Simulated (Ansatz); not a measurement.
# NaInF3: complex band structure, part 4 of 4

Wanted: the relaxed cell of NaInF3, its band edges and its decay constants. It is built by putting Na for Cs in the CsInF3 structure of space group Fm-3m, with the volume rescaled by atomic radii. The parent structure comes from the Materials Project.

Ansatz 0.2.0; r2SCAN DFT, plane waves, PAW files (the session's first sound run).

So far, gap on path (eV): step 3 (the bulk crystal and its band edges, r2SCAN) 1.81; step 6 (LDA, cutoff 420 eV) 1.52.

The structure was built from a prototype and need not be the compound's stable phase.

**9. A repeat with changed settings: accuracy = "high"**

This step: r2SCAN DFT, plane waves, PAW files; complex bands by layer matching along the plane's normal; changed: accuracy = "high" (Ansatz 0.2.0).

This run repeats an earlier one, its twin (the complex run, plane (111)), with one setting changed (accuracy; files written aside). It is meant to test how the run responds. Where the input is shown as a difference, that is against the step before, not the twin.

Input file input.yaml:

```yaml
crystal:
  lattice:
    - [6.409398414, 0.0, 0.0]
    - [3.204699207, 5.550701849, 0.0]
    - [3.204699207, 1.85023395, 5.233251891]
  atoms:
    - { symbol: Na, position: [0.75, 0.75, 0.75] }
    - { symbol: Na, position: [0.25, 0.25, 0.25] }
    - { symbol: In, position: [0.5, 0.5, 0.5] }
    - { symbol: In, position: [0.0, 0.0, 0.0] }
    - { symbol: F, position: [0.7711712242, 0.2288287758, 0.2288287758] }
    - { symbol: F, position: [0.2288287758, 0.2288287758, 0.7711712242] }
    - { symbol: F, position: [0.2288287758, 0.7711712242, 0.7711712242] }
    - { symbol: F, position: [0.2288287758, 0.7711712242, 0.2288287758] }
    - { symbol: F, position: [0.7711712242, 0.2288287758, 0.7711712242] }
    - { symbol: F, position: [0.7711712242, 0.7711712242, 0.2288287758] }
kpoints:
  mp_grid: { grid: [6, 6, 6] }
scf:
  occupations: { method: fixed }
hamiltonian:
  xc: r2scan
output:
  eigenvalues: true
  transmission:
    leads: [[0, 0]]
    kpoints: [[0.0, 0.0], [-0.5, -0.5]]
    e_range: [-1.0, 2.81]
    de: 0.06
accuracy: high
```

Run with:

```bash
> ansatz run input.yaml --threads 2 --pin off --max-ram 4096MiB --backend cpu --events-out ev --progress --plain --runs-dir out
```

Numbers of over 12 decimals in the logs are rounded to 6 here.

Output:

```text
[...]
Crystal: 10 atoms, lattice volume = 186.182 Å³
Basis set: ecut = 500 eV, 4693 PW (Γ), exchange–correlation on 216×216×216 points (64 copies of the dense FFT grid, shifted against one another)
Bands: 53, of which v1, the nominal top of the filled ones, is band 43 counted from 1 (42 counted from 0)
Symmetry: 48 space group operations
[...]
k-points: 16 of 216
[...]
SCF iter   1: F=—  HF=-19066.301150 eV  |F-HF|=—  |Δ(HF+E_count)|=         —  Δρ=9.58e-3  dr2=1.36e-1  dr2_τ=1.80e-1  ethr=1.77e-3  ⟨swp⟩=5.0  Hψ=2660  notcnv=0  defer=119
[...]
SCF iter   7: F=-19066.414084 eV  HF=-19066.414084 eV  |F-HF|=5.03e-9  |Δ(HF+E_count)|=   1.08e-7  Δρ=4.79e-6  dr2=3.29e-8  dr2_τ=2.85e-9  ethr=1.16e-10  ⟨swp⟩=10.9  Hψ=3475  notcnv=0
SCF 1 converged in 7 iterations: F = -19066.414084 eV  dr2 = 3.29e-8
[...]
transmission: 8 of 16 steps passed
transmission: 16 of 16 steps passed
SCF converged after 7 iterations
Free energy (F): -19066.414084 eV
[...]
Internal energy: -19066.414084 eV  (E = F + TS)
E sigma→0 (E₀):  -19066.414084 eV
Fermi energy:    4.143165 eV
[...]
--- Band table (eV; the first three rows and the last of 16) ---
  k-point 0: bands = [... 39 lower, -0.3811, -0.3485, -0.3485, 2.3728, 7.0622, 8.9433, 8.9433, 8.9433, ... 6 higher]
  k-point 1: bands = [... 39 lower, -0.4013, -0.3898, -0.3898, 2.6792, 6.8907, 8.4848, 9.0006, 9.0006, ... 6 higher]
  k-point 2: bands = [... 39 lower, -0.4494, -0.4314, -0.4314, 3.3363, 6.3573, 8.1045, 9.0722, 9.1183, ... 6 higher]
  k-point 15: bands = [... 39 lower, -0.5646, -0.4930, -0.4413, 4.1432, 7.1395, 7.1526, 7.6383, 9.3131, ... 6 higher]
--- Transmission ---
  basis      : 367 plane waves across, 8 finite elements along
  points     : 2, as listed
[...]
crystal 0  : Na2F6In2, at the sites [0, 0], period 5.2333 Å: whole cells are its period
[...]
channels       : 0.000000e0 a spin
[...]
slowest decay  : 0.2001 /Å at (0.0000, 0.0000)
```

Wall time 67 s (2 threads of Intel Xeon 6975P-C (Granite Rapids), shared host); peak memory 2.1 GiB; 2.2 min of CPU time.

Numbers from this step:

* decay constant at the filling level, zone centre: 0.2001 Å⁻¹
* decay constant at the filling level, slowest listed point: 0.2001 Å⁻¹

K parallel (0, 0); values up to 1.5 1/Å, a degenerate pair printed once or twice; energies at which all values exceed this have no row. Im kz of the slowest decaying states against energy, zero at the highest filled level on the SCF mesh:

```
energy (eV)  decay 1 (Å⁻¹)  decay 2 (Å⁻¹)  decay 3 (Å⁻¹)  decay 4 (Å⁻¹)
    -1.0000          0.675          0.869          0.976           1.18
    -0.7600          0.680          0.861          0.966           1.20
    -0.5200          0.684          0.852          0.954           1.22
    -0.2200          0.114          0.687          0.841          0.937
     0.0200          0.161          0.688          0.831          0.921
     0.2600          0.187          0.688          0.822          0.904
     0.5000          0.200          0.686          0.812          0.884
     0.7400          0.204          0.684          0.804          0.861
     0.9800          0.198          0.680          0.799          0.831
     1.2200          0.182          0.674          0.797           1.36
     1.5200          0.142          0.666          0.771           1.36
     1.7600         0.0694          0.658          0.749           1.34
     2.0000          0.649          0.724           1.31           1.33
     2.2400          0.638          0.696           1.29           1.31
     2.4800          0.626          0.663           1.26           1.33
     2.7200          0.612          0.624           1.24           1.29
```

K parallel (-0.5, -0.5); values up to 1.5 1/Å, a degenerate pair printed once or twice; energies at which all values exceed this have no row. Table of Im kz of the slowest decaying states by energy, zero at the highest filled level on the SCF mesh:

```
energy (eV)  decay 1 (Å⁻¹)  decay 2 (Å⁻¹)  decay 3 (Å⁻¹)  decay 4 (Å⁻¹)
      -1.00          0.453          0.756           1.08           1.19
      -0.82          0.400          0.447          0.759           1.08
      -0.70          0.336          0.458          0.761           1.08
      -0.52          0.219          0.459          0.763           1.08
      -0.40          0.457          0.764           1.07           1.15
      -0.22          0.449          0.763           1.08           1.13
      -0.10          0.443          0.763           1.08           1.12
       0.02          0.127          0.435          0.761           1.08
       0.08          0.184          0.431          0.760           1.09
       0.20          0.252          0.422          0.758           1.08
       0.38          0.313          0.405          0.754           1.07
       0.50          0.340          0.393          0.750           1.06
       0.68          0.369          0.372          0.744           1.05
       0.80          0.356          0.382          0.739           1.04
       0.98          0.329          0.396          0.730           1.03
       1.10          0.308          0.402          0.724           1.02
       1.28          0.271          0.405          0.712           1.01
       1.40          0.242          0.405          0.704          0.998
       1.58          0.186          0.401          0.691          0.983
       1.70          0.134          0.395          0.680          0.972
       1.88          0.383          0.664          0.956           1.05
       2.00          0.372          0.652          0.945           1.04
       2.18          0.351          0.633          0.927           1.04
       2.30          0.332          0.618          0.914           1.04
       2.48          0.296          0.595          0.894           1.03
       2.60          0.264          0.579          0.881           1.03
       2.78          0.181          0.551          0.859           1.02
```

The energy agrees with the twin's within 2e-6 eV and the result to the printed digits, after as many cycles: the change makes no difference here.

**10. What came out**

```
band gap                                         : 1.81 eV
least decay constant at mid-gap, normal to (111) : 0.200 Å⁻¹
least decay constant on a mesh, normal to (111)  : 0.201 Å⁻¹
least decay constant, LDA                        : 0.181 Å⁻¹
```

With r2SCAN, the slowest decay at the wavevectors tried is κ = 0.200 Å⁻¹, normal to (111). Through such a film the transmission near mid-gap falls as exp(−2κd), a factor of ten every 5.8 Å. A free electron under a barrier of half the gap would need a mass of 0.17 mₑ to decay at this rate. With LDA the gap goes from 1.81 to 1.52 eV and the decay constant, over the first 2 listed wavevectors, from 0.200 to 0.181 Å⁻¹. The compound is made up by substitution; its stability against other phases and against distortions of the cell's symmetry was not tested. r2SCAN still narrows gaps, if less than LDA and GGA do, so real decay constants are likely larger.

[Logs are printed without paths, hosts, clocks, repeated set-up lines and the standing remarks that a program may print on its own settings, such as how far it seeks lower states.]

[Hosts, paths, dates, database ids (printed as entryN), source tags and the programs' standing remarks are cut or masked in the printed files.]
